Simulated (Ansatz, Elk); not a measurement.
# How far do independent atoms describe Hf2Pt?

Structure refinements treat a crystal as free atoms side by side. For a made-up structure of Hf2Pt (cell and positions from a PBEsol relaxation) the runs below show what the calculated density changes in F(hkl).

Program: Elk 11.2.3 (patched build). Level of theory: DFT, PBE, all-electron APW+lo, Dirac cores, scalar-relativistic bands, static density, no spin. Results are calculated unless marked as measured.

This account leaves out most program logs.

The structure was built from a prototype and need not be the compound's stable phase.

## (1) Starting point

Symmetry: Fm-3m, No. 225, cubic system. Conventional cell: a = 6.386 Å, b = 6.386 Å, c = 6.386 Å, α = 90.00°, β = 90.00°, γ = 90.00°. Nearest to Pt lie 8 Hf at 2.77 Å. Nearest to Hf lie 4 Pt at 2.77 Å. Farther neighbours are not listed.

As a file:

```cif
data_structure
_symmetry_space_group_name_H-M 'P 1'
_symmetry_Int_Tables_number 1
_cell_length_a 4.5159
_cell_length_b 4.5159
_cell_length_c 4.5159
_cell_angle_alpha 60.000
_cell_angle_beta 60.000
_cell_angle_gamma 60.000
_cell_volume 65.12
loop_
_atom_site_label
_atom_site_type_symbol
_atom_site_fract_x
_atom_site_fract_y
_atom_site_fract_z
_atom_site_occupancy
Pt1 Pt 0.00000 0.00000 0.00000 1
Hf2 Hf 0.75000 0.75000 0.75000 1
Hf3 Hf 0.25000 0.25000 0.25000 1
```

## (2) Ground state and structure factors

An all-electron density is needed, since X-rays see the cores too. Task 0 finds the density and task 195 Fourier-transforms it; tshift is off so that phases refer to the origin typed.

elk.in reads:

```
tasks
  0
  195

xctype
  20

spinpol
  .false.

rgkmax
  7.0

gmaxvr
  14.0

lmaxo
  7

lmaxapw
  8

swidth
  0.002

tshift
  .false.

ramdisk
  .false.

hmaxvr
  5.5

maxscl
  120

epspot
  1e-06

sppath
  './'

avec
  0.00000000000 6.03429116536 6.03429116536
  6.03429116536 -0.00000000000 6.03429116536
  6.03429116536 6.03429116536 -0.00000000000

atoms
  2
  'Pt.in'
  1
  0.0000000000 -0.0000000000 -0.0000000000   0.000000 0.000000 0.000000
  'Hf.in'
  2
  0.7500000000 0.7500000000 0.7500000000   0.000000 0.000000 0.000000
  0.2500000000 0.2500000000 0.2500000000   0.000000 0.000000 0.000000

ngridk
  6 6 6
```

Launch:

```console
OMP_NUM_THREADS=4 elk
```

It took 22 s on 4 threads of Arm Neoverse V1, shared host; peak memory 0.19 GiB.

SFACRHO.OUT:

```text

h k l indices transformed by vhmat matrix:
   1.000000000       0.000000000       0.000000000    
   0.000000000       1.000000000       0.000000000    
   0.000000000       0.000000000       1.000000000    

      h      k      l  multipl.   |H|            Re(F)            Im(F)           |F|

      0      0      0      1   0.0000000       222.00000      0.92780532E-17   222.00000    
      1      0      0      8  0.90174603       71.451487      -0.0000000       71.451487    
      1      0      1      6   1.0412466      -57.879577      0.39698772E-16   57.879577    
     -1      0      1     12   1.4725451       182.63453     -0.37925404E-16   182.63453    
      2      1      2     24   1.7267122       61.168981      -0.0000000       61.168981    
      0      2      0      8   1.8034921      -51.363492     -0.47645189E-16   51.363492    
      2      0      2      6   2.0824932       163.78191      0.43246261E-18   163.78191    
     -1     -3     -1     24   2.2693444       55.679004      -0.0000000       55.679004    
      1      2      3     24   2.3282982      -46.415920     -0.63480548E-19   46.415920    
      3      3      2     24   2.5505229       150.28765     -0.29778243E-17   150.28765    
     -3      0     -2     24   2.7052381       51.514896      -0.0000000       51.514896    
     -3      0      0      8   2.7052381       51.677917      -0.0000000       51.677917    
      0     -2      2     12   2.9450902       139.78962      0.16135058E-16   139.78962    
     -1      2     -2     48   3.0800491       48.361020      -0.0000000       48.361020    
      0     -3     -3      6   3.1237399      -39.475130     -0.22804737E-16   39.475130    
     -1     -4     -1     24   3.1237399      -39.394805     -0.11911297E-16   39.394805    
     -3     -4     -1     24   3.2927109       131.31092      0.79912593E-17   131.31092    
     -3      1      1     24   3.4139554       45.615896      -0.0000000       45.615896
```

Elk indexes on the primitive cell of elk.in and gives |H| = 4π sin θ/λ in inverse bohr. Below, one row stands for each form hkl of the conventional cell (m members, Friedel mates merged), F is for one primitive cell and the density is static (no thermal factor). Free-atom factors are Waasmaier and Kirfel's, and R is Σm||F|−|F'||/Σm|F|.

| hkl | m | sin θ/λ (Å⁻¹) | abs F, DFT | neutral atoms | diff. |
| --- | --- | --- | --- | --- | --- |
| 111 | 8 | 0.136 | 71.451 | 71.483 | -0.031 |
| 200 | 6 | 0.157 | 57.880 | 57.868 | +0.012 |
| 220 | 12 | 0.221 | 182.635 | 183.366 | -0.731 |
| 311 | 24 | 0.260 | 61.169 | 61.592 | -0.423 |
| 222 | 8 | 0.271 | 51.364 | 51.333 | +0.031 |
| 400 | 6 | 0.313 | 163.782 | 164.086 | -0.304 |
| 331 | 24 | 0.341 | 55.679 | 55.719 | -0.040 |
| 420 | 24 | 0.350 | 46.416 | 46.466 | -0.050 |
| 422 | 24 | 0.384 | 150.288 | 150.327 | -0.039 |
| 511 | 24 | 0.407 | 51.515 | 51.490 | +0.025 |
| 333 | 8 | 0.407 | 51.678 | 51.490 | +0.188 |
| 440 | 12 | 0.443 | 139.790 | 139.789 | +0.001 |
| 531 | 48 | 0.463 | 48.361 | 48.223 | +0.138 |
| 600 | 6 | 0.470 | 39.475 | 39.636 | -0.161 |
| 442 | 24 | 0.470 | 39.395 | 39.636 | -0.241 |
| 620 | 24 | 0.495 | 131.311 | 131.371 | -0.060 |
| 533 | 24 | 0.513 | 45.616 | 45.593 | +0.023 |
| 622 | 24 | 0.519 | 36.909 | 37.141 | -0.232 |

## (3) The highest occupied states alone

An energy window below the Fermi level keeps the highest occupied states, to see at which angles they scatter; shallow core shells can lie inside it and anion s states outside. No new self-consistency is needed.

Changes to elk.in since step 2:

```diff
@@ -1,3 +1,2 @@
 tasks
-  0
   195
@@ -40,2 +39,5 @@
 
+wsfac
+  -0.104030 0.636970
+
 sppath
```

Launch:

```console
OMP_NUM_THREADS=4 elk
```

Elapsed: 8 s, on 4 threads; peak memory 0.19 GiB.

States within 12 eV below the Fermi level hold 18.00 electrons; any levels below the window count with the cores. Their amplitudes can exceed the total, where window and core parts have opposite phase:

| hkl | sin θ/λ (Å⁻¹) | abs F, window | abs F, all |
| --- | --- | --- | --- |
| 111 | 0.136 | 5.988 | 71.451 |
| 200 | 0.157 | 3.670 | 57.880 |
| 220 | 0.221 | 2.649 | 182.635 |
| 311 | 0.260 | 1.455 | 61.169 |
| 222 | 0.271 | 1.235 | 51.364 |
| 400 | 0.313 | 0.859 | 163.782 |
| 331 | 0.341 | 0.471 | 55.679 |
| 420 | 0.350 | 0.264 | 46.416 |
| 422 | 0.384 | 0.257 | 150.288 |
| 511 | 0.407 | 0.001 | 51.515 |

## (4) Another functional

The difference from free atoms is small, so it is set against the change that LDA (Perdew-Wang) makes.

Changes to elk.in since step 3:

```diff
@@ -1,2 +1,3 @@
 tasks
+  0
   195
@@ -4,3 +5,3 @@
 xctype
-  20
+  3
 
@@ -39,5 +40,2 @@
 
-wsfac
-  -0.104030 0.636970
-
 sppath
```

Launch:

```console
OMP_NUM_THREADS=4 elk
```

Wall time 12 s (4 threads); peak memory 0.19 GiB.

Against the first run R = 0.01 %; the largest change is -0.033 at 400.

## (5) A coarser k-mesh

About half the k-points along each axis test the sampling.

Changes to elk.in since step 4:

```diff
@@ -5,3 +5,3 @@
 xctype
-  3
+  20
 
@@ -59,2 +59,2 @@
 ngridk
-  6 6 6
+  3 3 3
```

Launch:

```console
OMP_NUM_THREADS=4 elk
```

Run time: 15 s. Hardware: 4 threads; peak memory 0.19 GiB; 32 s of CPU time.

Against the first run R = 0.01 %; the largest change is -0.026 at 600.

## (6) Basis size

The basis and the expansions that go with it are enlarged, to see whether the differences are converged.

Changes to elk.in since step 5:

```diff
@@ -11,12 +11,12 @@
 rgkmax
-  7.0
+  8.5
 
 gmaxvr
-  14.0
+  18.0
 
 lmaxo
-  7
+  9
 
 lmaxapw
-  8
+  10
 
@@ -59,2 +59,2 @@
 ngridk
-  3 3 3
+  6 6 6
```

Launch:

```console
OMP_NUM_THREADS=4 elk
```

The job ended after 45 s (4 threads; peak memory 0.39 GiB; 1.9 min of CPU time).

Against the first run R = 0.00 %; the largest change is -0.023 at 422.

## (7) Settings against the effect

| run | R against the first run (%) | R against neutral atoms, low angle (%) | wall time |
| --- | --- | --- | --- |
| PBE, rgkmax 7 | 0.00 | 0.39 | 22 s |
| LDA (Perdew-Wang) | 0.01 | 0.39 | 12 s |
| k-mesh 3×3×3 | 0.01 | 0.39 | 15 s |
| rgkmax 8.5 with larger expansions | 0.00 | 0.38 | 45 s |

## (8) Outcome

```yaml
r_against_neutral_atoms_sin_theta_lambda_0p3_a_minus1: 0.39 %
r_against_neutral_atoms_0p3_to_0p81_a_minus1: 0.20 %
```

What this shows: Independent neutral atoms miss the calculated amplitudes by R = 0.39 % below 0.3 Å⁻¹ and 0.20 % from there to 0.81 Å⁻¹; by shells, 0.04 % below 0.15 Å⁻¹ (1 form), 0.44 % 0.15 to 0.3 (4 forms), 0.07 % 0.3 to 0.45 (7 forms), 0.22 % above 0.45 (40 forms). Bonding, aspherical density and the tables' own atoms all enter these figures, and the runs don't part them. The largest change of an amplitude is -0.73 electrons, at 220. The window's part falls from 18.0 electrons at the origin to at most 0.25 between 0.45 and 0.81 Å⁻¹. Below 0.3 Å⁻¹ the changes that finished (LDA (Perdew-Wang), k-mesh 3×3×3 and rgkmax 8.5 with larger expansions) move F by R = 0.01 % at most, against the 0.39 % that separates it from free atoms. Spin-orbit coupling is left out, which can matter for elements this heavy. Part of the difference isn't bonding: the tables are fits to free atoms and ions calculated by other methods than this functional. Thermal motion, anomalous dispersion and extinction are left out.

[Logs are printed without paths, hosts, clocks, repeated set-up lines and the standing remarks that a program may print on its own settings, such as how far it seeks lower states.]

[Hosts, paths, dates, database ids (printed as entryN), source tags and the programs' standing remarks are cut or masked in the printed files.]
